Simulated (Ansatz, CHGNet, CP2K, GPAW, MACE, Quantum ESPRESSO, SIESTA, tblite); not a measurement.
# Σ7 (111) twist boundary in a Au-Pd solid solution (84 atoms) in SIESTA, part 2 of 2

Wanted: SIESTA inputs and outputs for Σ7 (111) twist boundary in a Au-Pd solid solution (84 atoms), checked against a plane-wave reference.

Program: SIESTA 5.4.2; the method stands at each step. Banners, paths, timers and routine set-up lines are dropped from the logs unmarked, and long logs keep their key lines alone; longer cuts are marked. The potentials were converted by us to PSML.

So far. Step 2 (PBE, DZP, shift 0.01 Ry, mesh 300 Ry): Forces lie 21 % from the reference's, at 2.2 times its CPU time. Step 3 (PBE, SZP, shift 0.01 Ry, mesh 300 Ry): Against the first run (21 %), the force difference from the reference is 31 %, at 0.59 times the CPU time (on 2 against 4 cores), with 1092 basis functions against 1596: the smaller basis costs accuracy.

In doubt: a PseudoDojo file used here is known to give poor structures and forces (steps 2, 3, 4), which bears on pressures, cells, forces and phonons.

### Step 4. PBE, DZ, shift 0.01 Ry, mesh 300 Ry

Method: Kohn-Sham DFT, PBE, PseudoDojo 0.4.1 norm-conserving pseudopotentials (converted to PSML), numerical atomic orbitals (DZ), diagonalisation.

The input, input.fdf:

```
SystemLabel cell
NumberOfAtoms 84
NumberOfSpecies 2
%block ChemicalSpeciesLabel
  1 79 Au
  2 46 Pd
%endblock ChemicalSpeciesLabel
LatticeConstant 1.0 Ang
%block LatticeVectors
  7.52354 0.00000 0.00000
  3.76177 6.51557 0.00000
  0.00000 0.00000 28.00341
%endblock LatticeVectors
PAO.BasisSize DZ
PAO.EnergyShift 0.01 Ry
XC.Functional GGA
XC.Authors PBE
MeshCutoff 300 Ry
%block kgrid_Monkhorst_Pack
  1 0 0 0.0
  0 1 0 0.0
  0 0 1 0.0
%endblock kgrid_Monkhorst_Pack
SolutionMethod diagon
OccupationFunction FD
ElectronicTemperature 580 K
SCF.Mixer.Method Pulay
SCF.Mixer.Weight 0.05
SCF.Mixer.History 8
SCF.Mix Hamiltonian
MaxSCFIterations 300
SCF.DM.Tolerance 1e-04
SCF.H.Tolerance 1.0e-3 eV
WriteForces T
Write.HirshfeldPop T
Write.VoronoiPop T
Write.DM F
Write.H F
XML.Write F
AtomicCoordinatesFormat Fractional
%block AtomicCoordinatesAndAtomicSpecies
[... 84 atom lines left out: the same atoms as in the first run ...]
%endblock AtomicCoordinatesAndAtomicSpecies
```

Started as:

```
OMP_NUM_THREADS=1 mpirun -np 2 siesta < input.fdf > output.txt
```

Log:

```text
Version         : 5.4.2
reinit: System Name:
reinit: System Label: cell
initatom: Reading input for the pseudopotentials and atomic orbitals ----------
Species number:   1 Atomic number:   79 Label: Au
Species number:   2 Atomic number:   46 Label: Pd
Ground state valence configuration (from tables):   6s01  6p00  5d10  5f00
Ground state valence configuration (from tables):   5s01  5p00  4d09  4f00
---- Processing specs for species: Au
GGA--PBE XC_GGA_X_PBE--XC_GGA_C_PBE pb
Semicore shell(s) with  8 electrons included in the valence for Au
[... lines left out ...]
stepf: Fermi-Dirac step function
        iscf     Eharris(eV)        E_KS(eV)     FreeEng(eV)     dDmax    Ef(eV) dHmax(eV)
[... lines left out ...]
SCF Convergence by DM+H criterion
[... lines left out ...]
SCF cycle converged after 46 iterations
[... lines left out ...]
   Max    1.026759
[... lines left out ...]
   Max    1.026759    constrained
Stress tensor Voigt[x,y,z,yz,xz,xy] (kbar):       41.98       41.24       81.80        0.32        0.61        1.77
[... lines left out ...]
siesta: FreeEng =   -329908.525117
[... lines left out ...]
siesta:       Ion-ion = -204594.523774
siesta:         Total = -329907.500933
siesta:         Fermi =      -2.425146
siesta: Stress tensor (static) (eV/Ang**3):
siesta:     0.026201    0.001104    0.000384
siesta:     0.001102    0.025741    0.000200
siesta:     0.000384    0.000200    0.051058
siesta: Cell volume =       1372.731401 Ang**3
siesta: Pressure (static):
siesta:                Solid            Molecule  Units
siesta:          -0.00037394         -0.00036346  Ry/Bohr**3
siesta:          -0.03433338         -0.03337179  eV/Ang**3
siesta:         -55.00813974        -53.46750789  kBar
    Orbital volume contribution        =          37.550282 eV
    (Free)E + p_basis*V_orbitals       =     -329870.974835 eV
    (Free)Eharris+ p_basis*V_orbitals  =     -329870.974842 eV
Hirshfeld Atomic Populations:
Atom #   charge [q] valence [e]  Species
     1     0.157469   18.842531  Au
     2     0.074332   18.925668  Au
     3     0.160479   18.839521  Au
[...]
5    -0.406471   18.406471  Pd
     6    -0.398337   18.398337  Pd
[...]
9    -0.432629   18.432629  Pd
[...]
--------------------
 Total    -0.000320
Voronoi Atomic Populations:
Atom #   charge [q] valence [e]  Species
[...]
81     0.183351   18.816649  Au
    82    -0.306056   18.306056  Pd
    83     0.239050   18.760950  Au
    84    -0.315495   18.315495  Pd
--------------------
 Total    -0.000320
```

Elapsed: 3 min, on 2 MPI ranks of Arm Neoverse V1, shared host; peak memory 0.99 GiB.

Numbers from this run, and their distance from the reference:

| Quantity | Value |
| --- | --- |
| r.m.s. force component | 0.3072 eV/Å |
| r.m.s. difference of force components | 122.3 meV/Å |
| longest difference of force vectors | 458.4 meV/Å |
| force difference over r.m.s. force | 55.87 % |
| slope of forces against the reference's | 1.329 |
| correlation of force components | 0.9469 |
| pressure | -5.501 GPa |
| pressure difference | -17 GPa |

This is a coarse setting, run to see what it loses.

Against the first run (21 %), the force difference from the reference is 56 %, at 0.50 times the CPU time (on 2 against 4 cores), with 1344 basis functions against 1596: the smaller basis costs accuracy.

### Step 5. The ladder

Differences are against the plane-wave reference, forces as r.m.s. over components; share is that over the reference's r.m.s. force, slope the least-squares factor from reference forces to these. Total energies of different programs have different zeros and aren't compared.

```csv
run,"Δ force, r.m.s. (meV/Å)",share (%),slope,Δ pressure (GPa),cores,CPU time,memory (GiB)
reference,-,-,-,-,4,5.4 min,3.2
"SIESTA PBE, DZP, shift 0.01 Ry, mesh 300 Ry",45.4,20.7,1.162,-1.68,4,12 min,1.7
"SIESTA PBE, SZP, shift 0.01 Ry, mesh 300 Ry (coarse)",68.4,31.3,1.144,-9.83,2,7 min,1.1
"SIESTA PBE, DZ, shift 0.01 Ry, mesh 300 Ry (coarse)",122,55.9,1.329,-17.0,2,5.9 min,0.99
```

Rows marked coarse were listed beforehand as settings not expected to be converged; some can still land near the reference.

CPU time is summed over cores on a shared host, where runs went side by side, so it is rough. Symmetry, cutoffs, thresholds, outputs and thread counts weren't matched or tuned between programs; memory under MPI is the largest rank's times the ranks.

### Step 6. Summary of results

| Property | Result |
| --- | --- |
| nearest in forces | SIESTA PBE, DZP, shift 0.01 Ry, mesh 300 Ry, 21 % |
| its CPU time | 12 min |

In words: The PBE run in local orbitals, coarse settings apart, differs by 21 % (SIESTA PBE, DZP, shift 0.01 Ry, mesh 300 Ry); basis, grid and potentials can all enter. Runs with settings chosen to be coarse differ by 31 % (SIESTA PBE, SZP, shift 0.01 Ry, mesh 300 Ry) to 56 % (SIESTA PBE, DZ, shift 0.01 Ry, mesh 300 Ry), their programs' other errors included. None of the electronic-structure runs in the table takes under half the reference's CPU time of 5.4 min; they take 1.1 to 2.2 times as much. SIESTA PBE, DZP, shift 0.01 Ry, mesh 300 Ry stiffens the forces by a factor of 1.16 while following their directions (correlation 0.994); the slopes of the 3 SIESTA runs lie between 1.14 and 1.33. In pressure, SIESTA PBE, DZ, shift 0.01 Ry, mesh 300 Ry misses by -17.0 GPa, at the same functional. A potential file of the SIESTA runs is in doubt, which bears on their forces and pressure. The electron count is odd in these runs, and they have no spin polarisation, so the unpaired electron is spread evenly over both spins. The reference's stress is far from hydrostatic: its diagonal is 14.0, 14.2, 6.3 GPa, compression counted positive. The host structure and its lattice constant were typed by rule, without a check against the phase diagram. The reference's pressure of 11 GPa says that the cell would expand at this level of theory. The electron count is odd and the run has no spin polarisation, so levels at the top are partly filled by construction. The electronic-structure runs sample only Γ, in a cell whose shortest periodic width is 7 Å, which is coarse for a cell with partly filled levels. Spin–orbit coupling is left out, which matters for the levels of the heavy elements.

[Also dropped from logs without a mark: logging warnings of Python, and SIESTA's first energy breakdown and zero terms.]

[Logs are printed without paths, hosts, clocks, repeated set-up lines and the standing remarks that a program may print on its own settings, such as how far it seeks lower states.]

[Hosts, paths, dates, database ids (printed as entryN), source tags and the programs' standing remarks are cut or masked in the printed files.]
